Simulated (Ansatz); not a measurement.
## A low-energy model for K2CuF4 (I4/mmm): bands, U and J

It takes space group I4/mmm (No. 139, tetragonal). The conventional cell has a = 4.147 Å, b = 4.147 Å, c = 12.730 Å, α = 90.00°, β = 90.00°, γ = 90.00°. K has 9 F at 2.60 to 2.93 Å nearest. Nearest to Cu lie 6 F at 1.94 to 2.07 Å. Nearest to F lie 2 Cu at 2.07 Å and 4 K at 2.76 Å. Nearest to F lie 1 Cu at 1.94 Å and 5 K at 2.60 to 2.93 Å. Farther neighbours and most contacts between anions are not listed.

- method: DFT, LDA, plane waves, PAW (and 1 further level or step)
- program: Ansatz 0.2.0
- settings of one run: cutoff 420 eV, 12×12×12 k-mesh, smearing width 0.08 eV, default PAW, coordination {"Cu": "octahedral"}, magnetic state non-magnetic by constraint
- cost: 2 runs, 5.8 min in all on 1 × NVIDIA H100 80GB HBM3 (shared by 6 runs) with 3 threads of AMD EPYC 7R13 (Zen 3), shared host (the runs of this entry)
- notes: This run has no spin polarisation although its electron count is odd. The cell and positions come from the Crystallography Open Database and are kept as given unless a step says otherwise. The bands cross the Fermi level under this constraint, which need not be the crystal’s state: magnetic order, correlation or a lattice distortion may open a gap.
- Cu d: U 7.93 eV, U′ 6.71 eV, J 0.59 eV, bare V 21.8 eV
- method: constrained RPA on non-magnetic LDA, 6×6×6 mesh, static; search for lower states off

For Cu d, screening cuts the on-site interaction from 21.83 eV to 7.93 eV (36 %), while J goes only from 0.71 eV to 0.59 eV: the monopole is screened far more than the multipoles. U − 2J differs from U′ by +0.04 eV, so the Kanamori relation holds well.

[Runs of the session that timed out or met a known fault of the program may be left out.]

[Hosts, paths, dates, database ids (printed as entryN), source tags and the programs' standing remarks are cut or masked in the printed files.]
